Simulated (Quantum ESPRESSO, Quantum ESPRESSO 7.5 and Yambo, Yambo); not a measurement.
# A GW chain in Yambo: BaTiO3 (P4mm)

How does a plane-wave GW calculation on BaTiO3 (P4mm) run from the first input to the gap?

Method: PBE and many-body steps on it, plane waves, in Quantum ESPRESSO 7.5 and Yambo 5.3.0.

## (1) Starting point

Symmetry: P4mm, No. 99, tetragonal system. The conventional cell has a = 3.990 Å, b = 3.990 Å, c = 4.023 Å, α = 90.00°, β = 90.00°, γ = 90.00°. Nearest to Ba lie 12 O at 2.80 to 2.87 Å. Nearest to Ti lie 6 O at 1.84 to 2.18 Å. Nearest to O lie 2 Ti at 1.84 to 2.18 Å and 4 Ba at 2.82 Å. Nearest to O lie 2 Ti at 2.00 Å and 4 Ba at 2.80 to 2.87 Å. Farther neighbours and most contacts between anions are not listed.

As a file:

```cif
data_structure
_symmetry_space_group_name_H-M 'P 1'
_symmetry_Int_Tables_number 1
_cell_length_a 3.9905
_cell_length_b 3.9905
_cell_length_c 4.0230
_cell_angle_alpha 90.000
_cell_angle_beta 90.000
_cell_angle_gamma 90.000
_cell_volume 64.06
loop_
_atom_site_label
_atom_site_type_symbol
_atom_site_fract_x
_atom_site_fract_y
_atom_site_fract_z
_atom_site_occupancy
Ba1 Ba 0.00000 0.00000 0.00000 1
Ti2 Ti 0.50000 0.50000 0.52200 1
O3 O 0.50000 0.50000 0.97900 1
O4 O 0.50000 0.00000 0.48800 1
O5 O 0.00000 0.50000 0.48800 1
```

The cell and positions come from the Crystallography Open Database and are kept as given unless a step says otherwise.

## (2) Ground state

This step: Quantum ESPRESSO 7.5; DFT, PBE with spin-orbit coupling, plane waves, norm-conserving pseudopotentials.

The ground-state density comes first.

Input file pw.in:

```
&control
  calculation = 'scf'
  prefix = 'x'
  outdir = 'o'
  pseudo_dir = 'pseudo'
/
&system
  ibrav = 0
  nat = 5
  ntyp = 3
  ecutwfc = 76.0
  nbnd = 52
  force_symmorphic = .true.
  noncolin = .true.
  lspinorb = .true.
/
&electrons
  conv_thr = 1e-10
  electron_maxstep = 80
  mixing_beta = 0.5
/
ATOMIC_SPECIES
  Ba 137.33 Ba.upf
  Ti 47.867 Ti.upf
  O 15.999 O.upf
CELL_PARAMETERS angstrom
  3.9904800000 0.0000000000 0.0000000000
  0.0000000000 3.9904800000 0.0000000000
  0.0000000000 0.0000000000 4.0230300000
ATOMIC_POSITIONS crystal
  Ba 0.0000000000 0.0000000000 0.0000000000
  Ti 0.5000000000 0.5000000000 0.5220000000
  O 0.5000000000 0.5000000000 0.9790000000
  O 0.5000000000 0.0000000000 0.4880000000
  O 0.0000000000 0.5000000000 0.4880000000
K_POINTS automatic
  6 6 6 0 0 0
```

On the command line:

```console
$ OMP_NUM_THREADS=1 mpirun -n 4 pw.x -nk 4 -in pw.in > pw.out
```

Log:

```text
Program PWSCF v.7.5 starts

     This program is part of the open-source Quantum ESPRESSO suite
     for quantum simulation of materials; please cite
         "P. Giannozzi et al., J. Phys.:Condens. Matter 21 395502 (2009);
         "P. Giannozzi et al., J. Phys.:Condens. Matter 29 465901 (2017);
         "P. Giannozzi et al., J. Chem. Phys. 152 154105 (2020);
     in publications or presentations arising from this work. More details at
     Message from routine setup:
     using ibrav=0 with symmetry is DISCOURAGED, use correct ibrav instead

     G-vector sticks info

     bravais-lattice index     =            0
     lattice parameter (alat)  =       7.5409  a.u.
     unit-cell volume          =     432.3148 (a.u.)^3
     number of atoms/cell      =            5
     number of atomic types    =            3
     number of electrons       =        40.00
     number of Kohn-Sham states=           52
     kinetic-energy cutoff     =      76.0000  Ry
     charge density cutoff     =     304.0000  Ry
     scf convergence threshold =      1.0E-10
     mixing beta               =       0.5000
     number of iterations used =            8  plain     mixing
     Exchange-correlation= PBE
                           (   1   4   3   4   0   0   0)
     Non magnetic calculation with spin-orbit

     celldm(1)=   7.540914  celldm(2)=   0.000000  celldm(3)=   0.000000
     celldm(4)=   0.000000  celldm(5)=   0.000000  celldm(6)=   0.000000

     crystal axes: (cart. coord. in units of alat)
               a(1) = (   1.000000   0.000000   0.000000 )
               a(2) = (   0.000000   1.000000   0.000000 )
               a(3) = (   0.000000   0.000000   1.008157 )

     reciprocal axes: (cart. coord. in units 2 pi/alat)
               b(1) = (  1.000000  0.000000  0.000000 )
               b(2) = (  0.000000  1.000000  0.000000 )
               b(3) = (  0.000000  0.000000  0.991909 )
     Pseudo is Norm-conserving + core correction, Zval = 10.0
     Generated using ONCVPSP code by D. R. Hamann
     Using radial grid of 1958 points, 10 beta functions with:
     Pseudo is Norm-conserving + core correction, Zval = 12.0
     Generated using ONCVPSP code by D. R. Hamann
     Using radial grid of 1586 points, 10 beta functions with:
     Pseudo is Norm-conserving + core correction, Zval =  6.0
     Generated using ONCVPSP code by D. R. Hamann
     Using radial grid of  936 points,  8 beta functions with:
     Ba               10.00   137.33000     Ba( 1.00)
     Ti               12.00    47.86700     Ti( 1.00)
     O                 6.00    15.99900     O ( 1.00)

      8 Sym. Ops. (no inversion) found

   Cartesian axes

     site n.     atom                  positions (alat units)
         1        Ba     tau(   1) = (   0.0000000   0.0000000   0.0000000  )
         2        Ti     tau(   2) = (   0.5000000   0.5000000   0.5262579  )
         3        O      tau(   3) = (   0.5000000   0.5000000   0.9869856  )
         4        O      tau(   4) = (   0.5000000   0.0000000   0.4919806  )
         5        O      tau(   5) = (   0.0000000   0.5000000   0.4919806  )

     number of k points=    40
                       cart. coord. in units 2pi/alat
        k(    1) = (   0.0000000   0.0000000   0.0000000), wk =   0.0046296
        k(    2) = (   0.0000000   0.0000000   0.1653182), wk =   0.0092593
        k(    3) = (   0.0000000   0.0000000   0.3306364), wk =   0.0092593
        k(    4) = (   0.0000000   0.0000000  -0.4959545), wk =   0.0046296
        k(    5) = (   0.0000000   0.1666667   0.0000000), wk =   0.0185185
        k(    6) = (   0.0000000   0.1666667   0.1653182), wk =   0.0370370
        k(    7) = (   0.0000000   0.1666667   0.3306364), wk =   0.0370370
        k(    8) = (   0.0000000   0.1666667  -0.4959545), wk =   0.0185185
        k(    9) = (   0.0000000   0.3333333   0.0000000), wk =   0.0185185
        k(   10) = (   0.0000000   0.3333333   0.1653182), wk =   0.0370370
     [... 28 further rows ...]
        k(   39) = (  -0.5000000  -0.5000000   0.3306364), wk =   0.0092593
        k(   40) = (  -0.5000000  -0.5000000  -0.4959545), wk =   0.0046296

     Dense  grid:    38715 G-vectors     FFT dimensions: (  45,  45,  45)

     Initial potential from superposition of free atoms

     starting charge      39.9818, renormalised to      40.0000
     Starting wfcs are   54 randomized atomic wfcs

     per-process dynamical memory:   137.4 Mb

     Self-consistent Calculation

     iteration #  1     ecut=    76.00 Ry     beta= 0.50

     total energy              =    -273.99706084 Ry
     estimated scf accuracy    <       1.90618207 Ry

     iteration #  2     ecut=    76.00 Ry     beta= 0.50

     total energy              =    -273.56023240 Ry
     estimated scf accuracy    <       6.24437841 Ry

     iteration #  3     ecut=    76.00 Ry     beta= 0.50

     total energy              =    -274.79931248 Ry
     estimated scf accuracy    <       0.32142850 Ry

     iteration #  4     ecut=    76.00 Ry     beta= 0.50

     total energy              =    -274.74996434 Ry
     estimated scf accuracy    <       0.13454059 Ry

     iteration #  5     ecut=    76.00 Ry     beta= 0.50

     total energy              =    -274.78493151 Ry
     estimated scf accuracy    <       0.01663975 Ry

     iteration #  6     ecut=    76.00 Ry     beta= 0.50

     total energy              =    -274.78332213 Ry
     estimated scf accuracy    <       0.00729984 Ry

     iteration #  7     ecut=    76.00 Ry     beta= 0.50

     total energy              =    -274.78398339 Ry
     estimated scf accuracy    <       0.00024329 Ry

     iteration #  8     ecut=    76.00 Ry     beta= 0.50

     total energy              =    -274.78408017 Ry
     estimated scf accuracy    <       0.00014800 Ry

     iteration #  9     ecut=    76.00 Ry     beta= 0.50

     total energy              =    -274.78407522 Ry
     estimated scf accuracy    <       0.00003250 Ry

     iteration # 10     ecut=    76.00 Ry     beta= 0.50

     total energy              =    -274.78408088 Ry
     estimated scf accuracy    <       0.00000008 Ry

     iteration # 11     ecut=    76.00 Ry     beta= 0.50

     total energy              =    -274.78408094 Ry
     estimated scf accuracy    <       0.00000002 Ry

     iteration # 12     ecut=    76.00 Ry     beta= 0.50

     total energy              =    -274.78408094 Ry
     estimated scf accuracy    <          6.4E-09 Ry

     iteration # 13     ecut=    76.00 Ry     beta= 0.50

     total energy              =    -274.78408094 Ry
     estimated scf accuracy    <          1.8E-10 Ry

     iteration # 14     ecut=    76.00 Ry     beta= 0.50

     End of self-consistent calculation

          k = 0.0000 0.0000 0.0000 (  4865 PWs)   bands (ev):

   -45.9781 -45.9781 -22.6814 -22.6814 -22.0474 -22.0474 -21.9997 -21.9997
   -14.3260 -14.3260  -6.4050  -6.4050  -5.7841  -5.7841  -5.6634  -5.6634
    -0.8610  -0.8610   1.0536   1.0536   1.0538   1.0538   8.0002   8.0002
     8.2093   8.2093   8.2302   8.2302   9.0840   9.0840   9.0995   9.0995
     9.3165   9.3165  10.0075  10.0075  10.1356  10.1356  10.1717  10.1717
    12.3485  12.3485  12.7047  12.7047  12.7289  12.7289  14.6216  14.6216
    14.8212  14.8212  15.4527  15.4528

          k = 0.0000 0.0000 0.1653 (  4845 PWs)   bands (ev):

   -45.9778 -45.9778 -22.6857 -22.6857 -22.0553 -22.0553 -21.9992 -21.9992
   -14.2977 -14.2977  -6.4045  -6.4045  -5.7855  -5.7855  -5.6551  -5.6551
    -0.8035  -0.8035   1.0974   1.0974   1.1451   1.1451   7.6464   7.6464
     8.0262   8.0262   8.1353   8.1353   8.8263   8.8263   8.8620   8.8620
[...]
15.4203  15.4203  15.9432  15.9432

          k = 0.0000 0.0000 0.3306 (  4857 PWs)   bands (ev):

[...]
-14.2399 -14.2399  -6.5092  -6.5092  -5.6624  -5.6624  -5.6383  -5.6383
    -0.6950  -0.6950   1.1884   1.1884   1.3332   1.3332   6.7856   6.7856
     7.8106   7.8106   7.8601   7.8601   8.4801   8.4801   8.5792   8.5792
     8.7043   8.7043   8.8561   8.8561   9.8436   9.8436   9.8904   9.8904
    12.4611  12.4611  13.8261  13.8261  13.8504  13.8504  14.6199  14.6199
    16.3185  16.3185  17.2750  17.2759

          k = 0.0000 0.0000-0.4960 (  4846 PWs)   bands (ev):

     [... further k-points ...]

     highest occupied, lowest unoccupied level (ev):    10.4978   12.3485

!    total energy              =    -274.78408094 Ry
     estimated scf accuracy    <          4.7E-12 Ry

     The total energy is the sum of the following terms:
     one-electron contribution =     -71.54918769 Ry
     hartree contribution      =      59.90235313 Ry
     xc contribution           =     -56.15208544 Ry
     ewald contribution        =    -206.98516095 Ry

     convergence has been achieved in  14 iterations

     XML data file, charge density, pseudopotentials, collected wavefunctions

=------------------------------------------------------------------------------=
   JOB DONE.
=------------------------------------------------------------------------------=
```

Run time: 2.3 min. Hardware: 4 MPI ranks of Arm Neoverse V1, shared host; peak memory 0.84 GiB; 9.1 min of CPU time.

Numbers from this step:

- total energy: -3738.6279 eV
- gap: 1.851 eV
- k of the valence top: -0.5, -0.5, -0.5
- k of the conduction bottom: 0, 0, 0
- least direct gap: 2.177 eV

The gap is indirect, with the least direct gap 0.33 eV higher.

## (3) Bands along the symmetry lines

The cheap functional maps the bands first; the places of the edges decide which points the dearer methods must see.

Input file pw.in:

```
&control
  calculation = 'bands'
  prefix = 'x'
  outdir = 'o'
  pseudo_dir = 'pseudo'
/
&system
  ibrav = 0
  nat = 5
  ntyp = 3
  ecutwfc = 76.0
  nbnd = 52
  force_symmorphic = .true.
  noncolin = .true.
  lspinorb = .true.
/
&electrons
  conv_thr = 1e-9
  electron_maxstep = 80
  diago_full_acc = .true.
  diago_thr_init = 5e-6
/
ATOMIC_SPECIES
  Ba 137.33 Ba.upf
  Ti 47.867 Ti.upf
  O 15.999 O.upf
CELL_PARAMETERS angstrom
  3.9904800000 0.0000000000 0.0000000000
  0.0000000000 3.9904800000 0.0000000000
  0.0000000000 0.0000000000 4.0230300000
ATOMIC_POSITIONS crystal
  Ba 0.0000000000 0.0000000000 0.0000000000
  Ti 0.5000000000 0.5000000000 0.5220000000
  O 0.5000000000 0.5000000000 0.9790000000
  O 0.5000000000 0.0000000000 0.4880000000
  O 0.0000000000 0.5000000000 0.4880000000
K_POINTS crystal
  75
  0.00000000 0.00000000 0.00000000 1
  0.00000000 0.06250000 0.00000000 1
  0.00000000 0.12500000 0.00000000 1
  0.00000000 0.18750000 0.00000000 1
  0.00000000 0.25000000 0.00000000 1
  0.00000000 0.31250000 0.00000000 1
  0.00000000 0.37500000 0.00000000 1
  0.00000000 0.43750000 0.00000000 1
  0.00000000 0.50000000 0.00000000 1
  0.06250000 0.50000000 0.00000000 1
  0.12500000 0.50000000 0.00000000 1
  0.18750000 0.50000000 0.00000000 1
  0.25000000 0.50000000 0.00000000 1
  0.31250000 0.50000000 0.00000000 1
  0.37500000 0.50000000 0.00000000 1
  0.43750000 0.50000000 0.00000000 1
  0.50000000 0.50000000 0.00000000 1
  0.43750000 0.43750000 0.00000000 1
  0.37500000 0.37500000 0.00000000 1
  0.31250000 0.31250000 0.00000000 1
  0.25000000 0.25000000 0.00000000 1
  0.18750000 0.18750000 0.00000000 1
  0.12500000 0.12500000 0.00000000 1
  0.06250000 0.06250000 0.00000000 1
  0.00000000 0.00000000 0.00000000 1
  0.00000000 0.00000000 0.06250000 1
  0.00000000 0.00000000 0.12500000 1
  0.00000000 0.00000000 0.18750000 1
  0.00000000 0.00000000 0.25000000 1
  0.00000000 0.00000000 0.31250000 1
  0.00000000 0.00000000 0.37500000 1
  0.00000000 0.00000000 0.43750000 1
  0.00000000 0.00000000 0.50000000 1
  0.00000000 0.06250000 0.50000000 1
  0.00000000 0.12500000 0.50000000 1
  0.00000000 0.18750000 0.50000000 1
  0.00000000 0.25000000 0.50000000 1
  0.00000000 0.31250000 0.50000000 1
  0.00000000 0.37500000 0.50000000 1
  0.00000000 0.43750000 0.50000000 1
  0.00000000 0.50000000 0.50000000 1
  0.06250000 0.50000000 0.50000000 1
  0.12500000 0.50000000 0.50000000 1
  0.18750000 0.50000000 0.50000000 1
  0.25000000 0.50000000 0.50000000 1
  0.31250000 0.50000000 0.50000000 1
  0.37500000 0.50000000 0.50000000 1
  0.43750000 0.50000000 0.50000000 1
  0.50000000 0.50000000 0.50000000 1
  0.43750000 0.43750000 0.50000000 1
  0.37500000 0.37500000 0.50000000 1
  0.31250000 0.31250000 0.50000000 1
  0.25000000 0.25000000 0.50000000 1
  0.18750000 0.18750000 0.50000000 1
  0.12500000 0.12500000 0.50000000 1
  0.06250000 0.06250000 0.50000000 1
  0.00000000 0.00000000 0.50000000 1
  0.00000000 0.50000000 0.00000000 1
  0.00000000 0.50000000 0.06250000 1
  0.00000000 0.50000000 0.12500000 1
  0.00000000 0.50000000 0.18750000 1
  0.00000000 0.50000000 0.25000000 1
  0.00000000 0.50000000 0.31250000 1
  0.00000000 0.50000000 0.37500000 1
  0.00000000 0.50000000 0.43750000 1
  0.00000000 0.50000000 0.50000000 1
  0.50000000 0.50000000 0.00000000 1
  0.50000000 0.50000000 0.06250000 1
  0.50000000 0.50000000 0.12500000 1
  0.50000000 0.50000000 0.18750000 1
  0.50000000 0.50000000 0.25000000 1
  0.50000000 0.50000000 0.31250000 1
  0.50000000 0.50000000 0.37500000 1
  0.50000000 0.50000000 0.43750000 1
  0.50000000 0.50000000 0.50000000 1
```

Log:

```text
[banner, memory and clock lines left out]
Program PWSCF v.7.5 starts

     Atomic positions and unit cell read from directory:
     o/x.save/

     Message from routine setup:
     using ibrav=0 with symmetry is DISCOURAGED, use correct ibrav instead

     G-vector sticks info

     bravais-lattice index     =            0
     lattice parameter (alat)  =       7.5409  a.u.
     unit-cell volume          =     432.3148 (a.u.)^3
     number of atoms/cell      =            5
     number of atomic types    =            3
     number of electrons       =        40.00
     number of Kohn-Sham states=           52
     kinetic-energy cutoff     =      76.0000  Ry
     charge density cutoff     =     304.0000  Ry
     Exchange-correlation= PBE
                           (   1   4   3   4   0   0   0)
     Non magnetic calculation with spin-orbit

     celldm(1)=   7.540914  celldm(2)=   0.000000  celldm(3)=   0.000000
     celldm(4)=   0.000000  celldm(5)=   0.000000  celldm(6)=   0.000000

     crystal axes: (cart. coord. in units of alat)
               a(1) = (   1.000000   0.000000   0.000000 )
               a(2) = (   0.000000   1.000000   0.000000 )
               a(3) = (   0.000000   0.000000   1.008157 )

     reciprocal axes: (cart. coord. in units 2 pi/alat)
               b(1) = (  1.000000  0.000000  0.000000 )
               b(2) = (  0.000000  1.000000  0.000000 )
               b(3) = (  0.000000  0.000000  0.991909 )
     Pseudo is Norm-conserving + core correction, Zval = 10.0
     Generated using ONCVPSP code by D. R. Hamann
     Using radial grid of 1958 points, 10 beta functions with:
     Pseudo is Norm-conserving + core correction, Zval = 12.0
     Generated using ONCVPSP code by D. R. Hamann
     Using radial grid of 1586 points, 10 beta functions with:
     Pseudo is Norm-conserving + core correction, Zval =  6.0
     Generated using ONCVPSP code by D. R. Hamann
     Using radial grid of  936 points,  8 beta functions with:
     Ba               10.00   137.33000     Ba( 1.00)
     Ti               12.00    47.86700     Ti( 1.00)
     O                 6.00    15.99900     O ( 1.00)

      8 Sym. Ops. (no inversion) found

   Cartesian axes

     site n.     atom                  positions (alat units)
         1        Ba     tau(   1) = (   0.0000000   0.0000000   0.0000000  )
         2        Ti     tau(   2) = (   0.5000000   0.5000000   0.5262579  )
         3        O      tau(   3) = (   0.5000000   0.5000000   0.9869856  )
         4        O      tau(   4) = (   0.5000000   0.0000000   0.4919806  )
         5        O      tau(   5) = (   0.0000000   0.5000000   0.4919806  )

     number of k points=    75
                       cart. coord. in units 2pi/alat
        k(    1) = (   0.0000000   0.0000000   0.0000000), wk =   0.0133333
        k(    2) = (   0.0000000   0.0625000   0.0000000), wk =   0.0133333
        k(    3) = (   0.0000000   0.1250000   0.0000000), wk =   0.0133333
[...]
[... 63 further rows ...]
        k(   74) = (   0.5000000   0.5000000   0.4339602), wk =   0.0133333
        k(   75) = (   0.5000000   0.5000000   0.4959545), wk =   0.0133333

     Dense  grid:    38715 G-vectors     FFT dimensions: (  45,  45,  45)

     The potential is recalculated from file :
     o/x.save/charge-density

     Starting wfcs are   54 randomized atomic wfcs

     Band Structure Calculation

     End of band structure calculation

          k = 0.0000 0.0000 0.0000 (  4865 PWs)   bands (ev):

   -45.9780 -45.9780 -22.6814 -22.6814 -22.0473 -22.0473 -21.9997 -21.9997
   -14.3260 -14.3260  -6.4050  -6.4050  -5.7841  -5.7841  -5.6634  -5.6634
    -0.8610  -0.8610   1.0536   1.0536   1.0538   1.0538   8.0003   8.0003
[...]
14.8213  14.8213  15.4528  15.4539

          k = 0.0000 0.0625 0.0000 (  4869 PWs)   bands (ev):

[...]
14.8650  14.8683  15.5301  15.5307

          k = 0.0000 0.1250 0.0000 (  4855 PWs)   bands (ev):

[...]
15.1081  15.1145  15.7534  15.7546

[...]
k = 0.5000 0.5000 0.4340 (  4804 PWs)   bands (ev):

[...]
17.3025  17.3026  17.3597  17.3597

          k = 0.5000 0.5000 0.4960 (  4800 PWs)   bands (ev):

[...]
8.2168   8.2168  10.3157  10.3158  10.3266  10.3266  10.4978  10.4978
    14.7439  14.7439  14.7538  14.7538  14.7645  14.7645  16.9702  16.9702
    17.2072  17.2072  17.2631  17.2631

     XML data file, pseudopotentials, collected wavefunctions
```

Wall time 64 s (4 MPI ranks); peak memory 0.45 GiB; 4.3 min of CPU time.

Numbers from this step:

```yaml
gap: 1.851 eV
k_of_the_valence_top: 0.5, 0.5, 0.5
k_of_the_conduction_bottom: 0, 0, 0
least_direct_gap: 2.177 eV
```

The gap is 1.851 eV, as in the run before at this level.

Electronic bands along the path, in eV, zero at the top of the highest filled band:

```csv
point,band 37,band 38,band 39,band 40,band 41,band 42,band 43,band 44
Γ,-0.36,-0.36,-0.33,-0.33,1.85,1.85,2.21,2.21
halfway,-0.82,-0.81,-0.67,-0.65,2.27,2.27,2.80,2.81
X,-1.13,-1.13,-0.97,-0.97,2.34,2.34,3.57,3.57
halfway,-1.13,-1.10,-0.50,-0.50,2.89,2.91,3.64,3.65
M,-1.01,-1.01,-0.07,-0.07,3.65,3.65,3.67,3.67
halfway,-0.94,-0.93,-0.51,-0.50,2.75,2.77,2.98,2.98
Γ,-0.36,-0.36,-0.33,-0.33,1.85,1.85,2.21,2.21
halfway,-0.57,-0.57,-0.52,-0.52,1.93,1.93,2.98,2.98
Z,-0.73,-0.73,-0.69,-0.69,2.00,2.00,3.67,3.67
halfway,-1.11,-1.09,-0.67,-0.66,2.87,2.87,3.68,3.68
R,-0.83,-0.83,-0.25,-0.25,3.60,3.60,3.70,3.70
halfway,-0.52,-0.52,-0.21,-0.21,3.89,3.90,3.91,3.92
A,-0.17,-0.17,0.00,0.00,4.25,4.25,4.26,4.26
halfway,-0.72,-0.72,-0.66,-0.65,3.36,3.36,3.80,3.80
Z,-0.73,-0.73,-0.69,-0.69,2.00,2.00,3.67,3.67
jump to X,-1.13,-1.13,-0.97,-0.97,2.34,2.34,3.57,3.57
halfway,-1.21,-1.21,-0.64,-0.64,3.05,3.05,3.59,3.59
R,-0.83,-0.83,-0.25,-0.25,3.60,3.60,3.70,3.70
jump to M,-1.01,-1.01,-0.07,-0.07,3.65,3.65,3.67,3.67
halfway,-0.70,-0.70,-0.04,-0.04,3.94,3.94,3.94,3.94
A,-0.17,-0.17,0.00,0.00,4.25,4.25,4.26,4.26
```

[end of part 1 of 3]

[Paths, hosts, dates, memory and timing lines, banners, echoed tables and standing remarks are left out of the program output.]

[Logs are printed without paths, hosts, clocks, repeated set-up lines and the standing remarks that a program may print on its own settings, such as how far it seeks lower states.]

[Runs of the session that timed out or met a known fault of the program may be left out.]

[Hosts, paths, dates, database ids (printed as entryN), source tags and the programs' standing remarks are cut or masked in the printed files.]
